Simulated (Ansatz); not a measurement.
# How Ba2PF (model structure) absorbs and reflects light

What colour and refractive index does Ba2PF (model structure) have at this level of theory? The cell was made here by substitution or stacking, whether or not such a phase is known. It was built so: All Cl replaced by F and N replaced by P in the R-3m structure of Ba2NCl. The cell given below was relaxed beforehand with Ansatz.

Program: Ansatz 0.2.0. Level of theory: DFT, PBE, plane-wave PAW, default files, scalar-relativistic, independent-particle optical response without local fields. Results are calculated unless marked as measured.

## Step 1: The structure

It takes space group R-3m (No. 166, trigonal). Conventional cell: a = 4.511 Å, b = 4.511 Å, c = 20.399 Å, α = 90.00°, β = 90.00°, γ = 120.00°. Nearest to Ba lie 3 F at 3.09 Å and 3 P at 3.13 Å. Nearest to P lie 6 Ba at 3.13 Å. Nearest to F lie 6 Ba at 3.09 Å. All Cl replaced by F and N replaced by P in the R-3m structure of Ba2NCl. Farther neighbours and most contacts between anions are not listed.

## Step 2: Ground state and bands

The self-consistent density comes first; it also tells whether there is a gap, which decides the occupations and the need for a Drude term.

This step: DFT, PBE, plane-wave PAW, default files, scalar-relativistic, ground state (Ansatz 0.2.0).

The input, input.yaml:

```yaml
crystal:
  lattice:
    - [2.2556008733, 1.3022717714, 6.7995755351]
    - [-2.2556008733, 1.3022717714, 6.7995755351]
    - [0.0, -2.6045435428, 6.7995755351]
  atoms:
    - { symbol: Ba, position: [0.7481342318, 0.7481342318, 0.7481342318] }
    - { symbol: Ba, position: [0.2518657682, 0.2518657682, 0.2518657682] }
    - { symbol: P, position: [0.5, 0.5, 0.5] }
    - { symbol: F, position: [0.0, 0.0, 0.0] }
kpoints:
  mp_grid: { grid: [6, 6, 6] }
  band_path:
    path:
      - [[0.0, 0.0, 0.0], [0.5, 0.0, 0.0], [0.5, 0.19112058, -0.19112058]]
      - [[0.80887942, 0.5, 0.19112058], [0.5, 0.5, 0.5], [0.0, 0.0, 0.0], [0.34556029, 0.0, -0.34556029]]
      - [[0.65443971, 0.34556029, 0.0], [0.5, 0.5, 0.0], [0.65443971, 0.65443971, 0.19112058], [0.5, 0.5, 0.5]]
      - [[0.5, 0.0, 0.0], [0.80887942, 0.34556029, 0.34556029]]
    npoints: 7
scf:
  occupations: { method: fermi_dirac, width: 0.05 }
  n_extra_bands: 8
hamiltonian:
  xc: pbe
  pseudopotentials: { kind: paw }
output:
  forces: true
  stress: true
  populations: true
  write_bands: true
  write_density: true
  write_potential: true
  elf: true
  volumetric_format: npy
```

On the command line:

```bash
$ ansatz run input.yaml --threads 2 --pin off --max-ram 5120MiB --backend cpu --events-out ev --progress --plain --runs-dir out
```

Numbers of over 12 decimals in the logs are rounded to 6 here.

The program printed:

```text
basis.fft_grid_basis auto: the FFT boxes are laid along the combinations [[1, -1, 0], [0, 1, 0], [0, -1, 1]] of the cell's own vectors, 4.511, 7.281 and 4.511 Å long. The dense box has 32×50×32 points. Along the cell's own vectors, as sized, it would have 50×50×50, 2.44 times as many. Of the 12 symmetry operations that the crystal satisfies within crystal.symmetry.tolerance (time reversal apart; of a slab, those that [...]
scf.n_extra_bands = 8 over 16 filled bands (N_el = 32.0): the run solves 24 bands
Engine: ansatz 0.2.0, aarch64-unknown-linux-gnu
Pseudopotentials: kind: paw
Pseudopotential: Ba, paw, valence charge 10, recommended cutoff 420 eV (normal), Ba.paw.azcp
Pseudopotential: P, paw, valence charge 5, recommended cutoff 420 eV (normal), P.paw.azcp
Pseudopotential: F, paw, valence charge 7, recommended cutoff 420 eV (normal), F.paw.azcp
Functional definition: PBE
  parameter kappa = 0.804
  parameter beta = 0.066725
  exchange = pbe_x(kappa = kappa, mu = beta*pi^2/3)
  correlation = pbe_c(beta = beta)
Crystal: 4 atoms, lattice volume = 119.839 Å³
Basis set: ecut = 420 eV, 2345 PW (Γ), FFT grids on a1−a2, a2, −a2+a3, exchange–correlation on 64×100×64 points (8 copies of the dense FFT grid, shifted against one another)
Bands: 24, of which v1, the nominal top of the filled ones, is band 16 counted from 1 (15 counted from 0)
Symmetry: 12 space group operations
Space group: R-3m (ITA 166), of the structure as read, at distance tolerance 4.9e-5 Å
k-points: 32 of 216
Non-local potential: Ba, projectors of the file, l = 0: 3, l = 1: 2, l = 2: 2, l = 3: 2
Non-local potential: P, projectors of the file, l = 0: 2, l = 1: 2, l = 2: 2
Non-local potential: F, projectors of the file, l = 0: 2, l = 1: 2, l = 2: 1
PAW form: soft (Blöchl's): semilocal exchange-correlation on the pseudo side does not see the compensation charge
PAW one-centre angular grid: Ba, 194 points (default); XC on 64 Gauss nodes
PAW one-centre angular grid: P, 110 points (default); XC on 64 Gauss nodes
PAW one-centre angular grid: F, 110 points (default); XC on 64 Gauss nodes
Initial density: superposition of atomic densities (neutral atoms: chi_scale 0, normalization atom), corrected by the library's trained network
Initial wavefunctions: pseudopotential atomic-orbital guess
Functional: x = pbe(κ = 0.804, μ = 0.219515), c = pbe(β = 0.066725)
SCF iter   1: F=—  HF=-13468.428060 eV  |F-HF|=—  |Δ(HF+E_count)|=         —  Δρ=1.12e-3  dr2=1.28e-3  ethr=1.77e-3  ⟨swp⟩=9.2  Hψ=5075  notcnv=0  defer=9
preconditioner: auto → Resta (q_TF=auto, 2.189 Å⁻¹)  ε∞=3.3  [insulator: Δε(μ)=1.105 eV  Ē_g=11.523 eV  σ=0.050 eV  W_gap=1.00  n_scr=22 (ndim 8)  ℏωp=17.3 eV  f_vac=0.000  D(μ)=0.00/eV (n_scr^D=0)  ε∞_Penn≈3.3]
SCF iter   2: F=—  HF=-13468.427988 eV  |F-HF|=—  |Δ(HF+E_count)|=   7.17e-5  Δρ=9.64e-4  dr2=2.51e-3  ethr=3.99e-6  ⟨swp⟩=2.2  Hψ=1582  notcnv=0  defer=35
SCF iter   3: F=—  HF=-13468.427605 eV  |F-HF|=—  |Δ(HF+E_count)|=   3.83e-4  Δρ=5.51e-4  dr2=7.40e-4  ethr=3.99e-6  ⟨swp⟩=2.6  Hψ=1118  notcnv=0  defer=35
SCF iter   4: F=—  HF=-13468.427621 eV  |F-HF|=—  |Δ(HF+E_count)|=   1.61e-5  Δρ=3.46e-4  dr2=1.03e-4  ethr=2.31e-6  ⟨swp⟩=2.0  Hψ=1117  notcnv=0  defer=35
SCF iter   5: F=—  HF=-13468.427621 eV  |F-HF|=—  |Δ(HF+E_count)|=   3.30e-7  Δρ=1.54e-4  dr2=3.34e-5  ethr=3.20e-7  ⟨swp⟩=2.0  Hψ=1059  notcnv=0  defer=35
SCF iter   6: F=—  HF=-13468.427603 eV  |F-HF|=—  |Δ(HF+E_count)|=   1.76e-5  Δρ=6.17e-5  dr2=1.16e-5  ethr=1.04e-7  ⟨swp⟩=2.0  Hψ=837  notcnv=0  defer=35
SCF iter   7: F=—  HF=-13468.427600 eV  |F-HF|=—  |Δ(HF+E_count)|=   2.78e-6  Δρ=1.66e-5  dr2=9.33e-7  ethr=3.63e-8  ⟨swp⟩=2.2  Hψ=1063  notcnv=0  defer=35
SCF iter   8: F=—  HF=-13468.427600 eV  |F-HF|=—  |Δ(HF+E_count)|=   2.08e-7  Δρ=5.72e-6  dr2=1.29e-7  ethr=2.91e-9  ⟨swp⟩=2.2  Hψ=1084  notcnv=0  defer=35
SCF iter   9: F=-13468.427600 eV  HF=-13468.427600 eV  |F-HF|=1.03e-8  |Δ(HF+E_count)|=   3.42e-8  Δρ=1.86e-6  dr2=1.30e-8  ethr=3.13e-10  ⟨swp⟩=15.0  Hψ=6043  notcnv=0
SCF 1 converged in 9 iterations: F = -13468.427600 eV  dr2 = 1.30e-8
  greatest PAW one-centre occupation: 0.955 electrons in one spin orbital (limit 2), on the Ba atom at site 1 (counted from 0), in its partial waves of l = 0
NSCF: frozen V_eff on 67 k-points
SCF converged after 9 iterations
Free energy (F): -13468.427600 eV
Harris-Foulkes:  -13468.427600 eV  (|F-HF|=1.03e-8)
Internal energy: -13468.427598 eV  (E = F + TS)
E sigma→0 (E₀):  -13468.427599 eV
Entropy (-TS):   -0.000002 eV (-0.000 meV/atom)
Fermi energy:    7.497183 eV
--- Per-component energies (eV) ---
  E_band       = -126.933138
  E_kinetic    = 613.738323
  E_local      = -1323.893029  (includes V_loc(G=0)·N_el)
  E_nonlocal   = 221.406298
  E_hartree    = 471.495573
  E_xc         = -479.256580
  E_vxc        = -436.558548  (∫ρ·V_xc dr)
  E_paw        = -11221.139218  (= ΣΔE_a)
  E_vpaw       = -144.618482  (= ΣTr[D̂ρ^β])
  E_aug_tail   = 0.002042  (compensation charges beyond the density's cutoff)
  E_ewald      = -1750.781008
  E_smearing   = -0.000002  (= −TS)
  E_closure    = -0.000000  (closes the sum)
  Σ components = -13468.427600   (vs F -13468.427600, Δ=0.00e0)
--- Forces (eV/Å), atoms counted from 1 ---
  atom   1  Ba    -0.00000000     0.00000000     0.00193208
  atom   2  Ba     0.00000000     0.00000000    -0.00193208
  atom   3  P     -0.00000000     0.00000000    -0.00000000
  atom   4  F     -0.00000000     0.00000000    -0.00000000
  max |Σ_I F_I| component: 3.47e-18 eV/Å
--- Stress (GPa, compression-positive) ---
        0.015592       0.000000      -0.000000
        0.000000       0.015592       0.000000
       -0.000000      -0.000000      -0.021000
  P = ⅓ Tr σ = 0.0034 GPa (0.034 kbar)
--- Band table (eV; the first three rows and the last of 32) ---
  k-point 0: bands = [... 12 lower, 2.3066, 5.8823, 6.8290, 6.8290, 8.7548, 9.6893, 9.6893, 10.3645, ... 4 higher]
  k-point 1: bands = [... 12 lower, 2.3688, 6.0231, 6.4272, 6.8280, 9.2316, 9.4584, 10.1193, 10.5599, ... 4 higher]
  k-point 2: bands = [... 12 lower, 2.4466, 6.1134, 6.4094, 6.8372, 9.0620, 9.4923, 10.2891, 11.0117, ... 4 higher]
  k-point 31: bands = [... 12 lower, 2.4000, 5.5806, 6.7707, 6.7707, 9.1757, 9.8131, 10.4324, 10.4324, ... 4 higher]
--- Löwdin populations: 4 sites ---
  site symbol       q [e]
     0     Ba      8.3933
     1     Ba      8.3933
     2      P      6.7565
     3      F      7.7787
  spilling = 0.021196 (of n_electrons = 32.000000)
```

Elapsed: 6.8 s, on 2 threads of Arm Neoverse V2, shared host; peak memory 0.42 GiB; 13 s of CPU time.

This step gave:

```
free energy                  : -13468.4276 eV
Fermi energy                 : 7.497 eV
gap by band count            : 1.132 eV
electrons                    : 32
symmetry operations          : 12
pressure                     : 0.003395 GPa
volume                       : 119.8 Å³
gap on the path              : 1.150 eV
least direct gap on the path : 1.183 eV
```

There is a gap, 1.15 eV on the path, so no carriers' term is needed. The cell is left with a pressure of 0.0 GPa after its relaxation.

The electronic bands at the labelled points (eV, zero at the Fermi level; v1 is the highest filled band, c1 the lowest empty one):

```tsv
point	v4	v3	v2	v1	c1	c2	c3	c4
Γ	-5.19	-1.61	-0.67	-0.67	1.26	2.19	2.19	2.87
0.57 of the way	-5.07	-1.35	-1.17	-0.66	1.66	1.94	2.86	3.30
L	-5.00	-1.46	-0.99	-0.65	1.41	2.14	2.64	3.85
0.43 of the way	-5.01	-1.33	-0.96	-0.81	1.74	2.26	2.54	3.23
B1	-5.01	-1.19	-1.18	-0.87	1.65	2.27	2.93	3.60
jump to B	-5.01	-1.19	-1.18	-0.87	1.65	2.27	2.93	3.60
0.43 of the way	-5.07	-1.22	-1.14	-0.80	1.35	1.62	2.47	3.71
Z	-5.10	-1.92	-0.73	-0.73	1.68	2.32	2.94	2.94
0.43 of the way	-5.13	-1.80	-0.70	-0.70	1.65	2.25	2.50	2.50
Γ	-5.19	-1.61	-0.67	-0.67	1.26	2.19	2.19	2.87
0.43 of the way	-5.08	-1.31	-1.28	-0.70	1.95	2.06	2.74	2.89
X	-5.01	-1.18	-1.17	-0.86	1.66	2.49	2.78	3.50
jump to Q	-5.01	-1.18	-1.17	-0.86	1.66	2.49	2.78	3.50
0.43 of the way	-5.02	-1.44	-0.96	-0.84	1.01	2.81	2.89	3.81
F	-5.02	-1.59	-0.83	-0.69	0.50	3.03	3.12	4.10
0.43 of the way	-5.02	-1.58	-0.84	-0.68	0.52	2.99	3.08	4.09
P1	-5.02	-1.54	-0.88	-0.67	0.63	2.78	3.00	4.04
0.57 of the way	-5.10	-1.51	-0.96	-0.68	1.27	1.96	2.42	3.10
Z	-5.10	-1.92	-0.73	-0.73	1.68	2.32	2.94	2.94
jump to L	-5.00	-1.46	-0.99	-0.65	1.41	2.14	2.64	3.85
0.43 of the way	-5.00	-1.48	-0.96	-0.66	1.11	2.37	2.81	3.85
P	-5.02	-1.54	-0.88	-0.67	0.63	2.78	3.00	4.04
```

Valence density in the ac plane of the conventional cell at fractional y = 0.000, with atoms of Ba and P and F within 0.2 Å of it. It is the smooth field of the valence electrons, not physical close to the nuclei.

Ten steps, logarithmic in the rise over the least value, from '0' (0.02 × 1e0 e/Å³) to '9' (7.19 × 1e0 e/Å³), each cell a mean:
```
97420000001368
11001122210001
00001222211000
00011222221000
43221222221233
56642111113565
56542000013565
33210000000123
00000011100000
00001122210000
33221122111233
34432110123444
44432111112444
22211122211222
00001122210000
00000011100000
44310000001234
56642000013565
56542111113465
22211222221122
00011222221000
00001222211000
21101122210012
98520000001369
```

Electrostatic potential energy in the ac plane of the conventional cell at fractional y = 0.000, with atoms of Ba and P and F within 0.2 Å of it. With pseudopotentials it is smooth inside the atoms' cores, unlike the true potential.

Values in eV, 24 rows by 14 columns, each cell a mean:
```
-17  -8   8  10   9   7   6   6   7   8   9  10   1 -14
 11  10  10   8   7   5   3   3   4   6   8   9  10  10
 10  10  10   9   8   6   5   5   6   7   9   9  10  10
 10  10  10  11  10  10   9   9   9  10  10  10  10  10
 -4  -1   3   7   9  10  10  10  10  10   8   6   1  -3
-33 -31 -22  -6   5   8  10  10   9   7   1 -14 -28 -33
-32 -29 -20  -5   4   8   9   9   9   6   1 -12 -26 -31
 -2   0   3   6   8   9  10  10   9   8   7   5   2  -1
  8   8   8   8   8   8   8   8   8   8   8   8   8   8
 10  10   9   8   7   5   3   3   4   6   7   9  10  10
  6   7   9   9   8   6   5   4   5   7   9   9   8   6
-33 -29 -10   6  10  10   9   9  10  10   9   1 -22 -32
-27 -22  -5   7  10  10   9   9   9  10   9   3 -14 -25
  9   9  10   9   7   5   4   3   4   6   8   9  10   9
 10  10   9   8   7   5   4   4   5   6   7   9   9  10
  7   8   8   8   8   8   8   8   8   8   8   8   8   7
 -8  -5   0   5   7   9  10  10   9   8   6   3  -2  -7
-34 -32 -24  -7   4   8   9   9   9   6  -1 -16 -29 -34
-30 -27 -17  -3   6   9  10  10  10   8   2 -10 -23 -29
  2   4   6   9  10  10  10  10  10  10   9   8   5   2
 10  10  10  10  10   9   9   8   9  10  10  10  10  10
 10  10  10   9   7   6   4   4   5   6   8   9  10  10
 11  10  10   9   7   5   4   3   4   6   8   9  10  11
-26 -16   6  10   9   8   7   7   7   8  10  10  -5 -23
```

## Step 3: Spectrum

With the density converged, the vertical transitions are summed over the zone.

This step: DFT, PBE, plane-wave PAW, default files, scalar-relativistic, independent-particle optical response without local fields (Ansatz 0.2.0).

input.yaml, the sections that differ from step 2:

```yaml
kpoints:
  mp_grid: { grid: [6, 6, 6] }
scf:
  occupations: { method: fixed }
output:
  optics:
    e_range: [0, 25]
    de: 0.05
    sigma: 0.1
    nscf_kmesh: { grid: [8, 8, 8] }
    bands: auto
# crystal, hamiltonian: as in step 2
```

The program printed:

```text
[...]
Crystal: 4 atoms, lattice volume = 119.839 Å³
Basis set: ecut = 420 eV, 2345 PW (Γ), FFT grids on a1−a3, a2−a3, a3
Bands: 20, of which v1, the nominal top of the filled ones, is band 16 counted from 1 (15 counted from 0)
Symmetry: 12 space group operations
[...]
k-points: 32 of 216
[...]
SCF iter   1: F=—  HF=-13468.428861 eV  |F-HF|=—  |Δ(HF+E_count)|=         —  Δρ=1.15e-3  dr2=1.62e-3  ethr=1.77e-3  ⟨swp⟩=5.4  Hψ=3025  notcnv=0  defer=55
[...]
SCF iter  11: F=-13468.427680 eV  HF=-13468.427680 eV  |F-HF|=3.64e-12  |Δ(HF+E_count)|=  1.27e-11  Δρ=3.01e-8  dr2=1.97e-12  ethr=1.00e-12  ⟨swp⟩=7.8  Hψ=3810  notcnv=0
SCF 1 converged in 11 iterations: F = -13468.427680 eV  dr2 = 1.97e-12
[...]
NSCF: frozen V_eff on 65 k-points
[...]
output.optics: what the bands over the 80 summed would add to eps1, eps2 and the energy-loss function is held between a lower and an upper bound (10 Lanczos steps). eps1, eps2 and their loss function (loss_summed_bands) are given on every row as the summed bands alone make them. Along an axis, on a row where the two bounds hold the loss function to about 1 % of the greater of itself and 0.5 % of |1/eps|, its cell (loss_completed) is given, with the completed eps1 and eps2 that it is formed of (a cell that is left empty reads nan in the table and null in the record). The two bounds hold it so along every axis on all 501 rows up to 25.000 eV. [rest of the remark cut]
SCF converged after 11 iterations
Free energy (F): -13468.427680 eV
[...]
Internal energy: -13468.427680 eV  (E = F + TS)
E sigma→0 (E₀):  -13468.427680 eV
Fermi energy:    6.861037 eV
[...]
--- Band table (eV; the first three rows and the last of 32) ---
  k-point 0: bands = [... 12 lower, 2.3066, 5.8824, 6.8291, 6.8291, 8.7549, 9.6893, 9.6893, 10.3645]
  k-point 1: bands = [... 12 lower, 2.3688, 6.0231, 6.4273, 6.8280, 9.2317, 9.4585, 10.1194, 10.5600]
  k-point 2: bands = [... 12 lower, 2.4466, 6.1135, 6.4094, 6.8372, 9.0620, 9.4923, 10.2891, 11.0117]
  k-point 31: bands = [... 12 lower, 2.4000, 5.5806, 6.7708, 6.7708, 9.1757, 9.8131, 10.4324, 10.4324]
```

The job ended after 2.1 min (2 threads; peak memory 1.9 GiB).

This step gave:

| Quantity | Value |
| --- | --- |
| electronic dielectric constant ε∞, mean over x, y and z (by symmetry where fewer were run) | 7.061 |
| absorption onset, first axis (α over 10⁴ cm⁻¹, or the direct gap if that lies higher) | 1.183 eV |
| main peak of Im epsilon, first axis | 5.119 eV |
| photocurrent from vertical transitions in a film 500 nm thick on a perfect mirror (two passes), AM1.5G, no front reflection, all carriers collected | 40.55 mA/cm² |
| least direct gap on the mesh | 1.183 eV |
| bands summed | 80 |
| spectra valid up to | 26.32 eV |
| program's estimate of the k-sum error in Im epsilon | 0.16 % |
| electrons in the f-sum | 26.84 |

The Im ε has structure finer than the step of the table below, so its rows give means over 1 eV, whole bins alone (the curve runs from 0 to 25 eV). Peaks (eV: height): E ∥ x or y 2.5: 5.34, 3.6: 5.70, 5.1: 6.09, 16.6: 2.75; E ∥ z 3.2: 12.1, 4.8: 6.48, 6.5: 5.66, 15.7: 3.09.

Im ε against photon energy; means over each step:

```tsv
photon energy (eV)	E ∥ x or y	E ∥ z
1	0.838	0.170
2	3.87	3.12
3	4.52	9.52
4	5.15	5.28
5	5.63	4.70
6	5.34	3.97
7	3.35	3.04
8	1.76	1.50
9	1.21	1.08
10	0.973	1.05
11	0.808	0.829
12	0.948	0.949
13	0.616	0.599
14	1.38	1.44
15	1.66	2.25
16	2.01	2.48
17	2.24	1.88
18	2.13	1.79
19	1.78	1.65
20	1.16	0.961
21	0.843	0.904
22	0.363	0.476
23	0.281	0.312
24	0.319	0.375
```

Re ε against photon energy:

```tsv
photon energy (eV)	E ∥ x or y	E ∥ z
0	7.00	7.18
1	8.28	7.93
2	7.66	10.3
3	5.57	7.95
4	4.24	1.75
5	2.88	-0.425
6	1.21	1.34
7	-1.13	-0.368
8	-0.752	-0.741
9	0.322	0.521
10	0.812	0.868
11	0.817	1.01
12	0.916	1.19
13	1.40	1.50
14	2.08	2.32
15	1.40	1.40
16	1.44	0.505
17	0.291	0.0760
18	0.722	0.435
19	-0.280	0.0364
20	-0.411	-0.318
21	-0.466	-0.151
22	-0.182	-0.104
23	0.152	0.113
24	0.230	0.325
25	0.291	0.262
```

The loss function −Im 1/ε at q → 0 has structure finer than the step of the table below, so its rows give means over 1 eV, whole bins alone (the curve runs from 0 to 25 eV). Peaks (eV: height): E ∥ x or y 9.4: 1.04, 22.6: 3.69, 24.4: 2.36; E ∥ z 8.2: 1.13, 22.6: 2.96, 24.4: 2.64.

The loss function −Im 1/ε at q → 0 by energy loss; means over each step:

```tsv
energy loss (eV)	E ∥ x or y	E ∥ z
1	0.00942	0.00196
2	0.0553	0.0238
3	0.0872	0.0688
4	0.119	0.174
5	0.146	0.223
6	0.180	0.229
7	0.285	0.334
8	0.566	0.684
9	0.810	0.762
10	0.698	0.582
11	0.564	0.494
12	0.476	0.418
13	0.268	0.226
14	0.227	0.198
15	0.324	0.275
16	0.332	0.383
17	0.431	0.531
18	0.440	0.529
19	0.551	0.596
20	0.791	0.981
21	0.985	1.07
22	2.36	2.00
23	2.80	2.68
24	2.15	1.88
```

The reflectivity at normal incidence has structure finer than the step of the table below, so its rows give means over 1 eV, whole bins alone (the curve runs from 0 to 25 eV). Peaks (eV: height): E ∥ x or y 1.2: 27.1, 7.2: 37.7, 8.0: 31.3, 17.0: 18.9, 19.8: 29.6, 21.6: 42.3; E ∥ z 3.5: 42.8, 4.8: 33.6, 6.7: 40.9, 7.2: 32.0, 8.0: 33.9, 19.7: 31.2, 21.8: 39.1.

The reflectivity at normal incidence by photon energy; means over each step:

```tsv
photon energy (eV)	E ∥ x or y (%)	E ∥ z (%)
1	23.9	23.1
2	25.1	29.0
3	23.7	36.5
4	24.3	27.8
5	26.6	28.0
6	29.2	22.0
7	35.2	31.5
8	25.5	23.5
9	13.8	9.09
10	6.30	5.82
11	4.16	3.69
12	4.30	4.03
13	2.44	2.76
14	7.25	7.91
15	8.51	11.9
16	10.8	16.9
17	16.3	16.7
18	15.8	14.9
19	24.2	21.1
20	26.4	25.5
21	30.5	21.8
22	35.3	29.2
23	16.1	16.7
24	11.6	10.7
```

Values under 1 per cm are given as 1. Absorption coefficient against photon energy:

```tsv
photon energy (eV)	E ∥ x or y (1/cm)	E ∥ z (1/cm)
0.000	1	1
0.500	1	1
1.000	98.8	1
1.500	84597	31833
2.000	1.3e5	64459
2.500	2.5e5	2.9e5
3.000	2.3e5	4.2e5
3.500	3.8e5	8.0e5
4.000	4.3e5	5.0e5
4.500	5.4e5	6.3e5
5.000	6.7e5	8.3e5
5.500	7.7e5	5.7e5
6.000	9.2e5	7.3e5
6.500	1.1e6	1.1e6
7.000	1.1e6	9.0e5
7.500	8.3e5	8.3e5
8.000	9.4e5	8.6e5
8.500	6.6e5	5.5e5
9.000	6.8e5	5.3e5
9.500	5.1e5	4.1e5
10.000	4.9e5	5.0e5
10.500	5.8e5	5.4e5
11.000	3.7e5	4.1e5
11.500	4.7e5	4.6e5
12.000	6.1e5	5.5e5
12.500	4.1e5	4.0e5
13.000	3.1e5	2.8e5
13.500	3.5e5	3.9e5
14.000	6.2e5	6.5e5
14.500	1.0e6	9.2e5
15.000	7.9e5	1.2e6
15.500	1.1e6	1.5e6
16.000	1.0e6	1.5e6
16.500	1.5e6	1.6e6
17.000	1.8e6	1.7e6
17.500	1.4e6	1.3e6
18.000	1.6e6	1.6e6
18.500	2.0e6	1.8e6
19.000	1.9e6	1.8e6
19.500	1.9e6	2.0e6
20.000	1.8e6	1.6e6
20.500	1.7e6	1.3e6
21.000	1.8e6	1.7e6
21.500	1.6e6	1.6e6
22.000	1.2e6	1.2e6
22.500	8.4e5	9.6e5
23.000	6.3e5	7.5e5
23.500	7.5e5	6.2e5
24.000	6.7e5	8.3e5
24.500	6.0e5	7.0e5
25.000	4.7e5	5.5e5
```

From ε follow the optical constants at some laser and lamp lines:

```tsv
wavelength (nm)	n xy	k xy	R (%) xy	1/α xy	n z	k z	R (%) z	1/α z
1550	2.76	0.000	22.0	over 1 mm	2.76	0.000	21.9	over 1 mm
1064	3.09	0.114	26.2	734 nm	2.89	0.001	23.7	59 µm
800	2.89	0.569	25.2	112 nm	3.05	0.232	25.9	275 nm
532	2.80	0.823	25.9	51 nm	3.49	0.769	32.7	55 nm
450	2.48	0.871	22.9	41 nm	3.11	1.293	33.0	28 nm
248	2.16	1.329	26.5	15 nm	1.51	1.647	33.0	12 nm
193	1.57	1.668	33.1	9.2 nm	1.80	1.470	28.0	10 nm
```

Rows near the edge hang on the gap, which this functional as a rule makes too small, and phonon-assisted absorption is left out.

In reflection the computed colour is grey: x = 0.310, y = 0.336, luminous reflectivity 27 %.

The f-sum over the summed bands holds 26.8 of the cell's 32 electrons outside the frozen cores, 18 of which lie in bands more than 12 eV below the Fermi level, whose transitions come at higher energies. Up to 25 eV the strength has a mean oscillator energy of 6.9 eV, well above the main peak, so higher transitions carry much of it.

[end of part 1 of 2]

[Logs are printed without paths, hosts, clocks, repeated set-up lines and the standing remarks that a program may print on its own settings, such as how far it seeks lower states.]

[Hosts, paths, dates, database ids (printed as entryN), source tags and the programs' standing remarks are cut or masked in the printed files.]
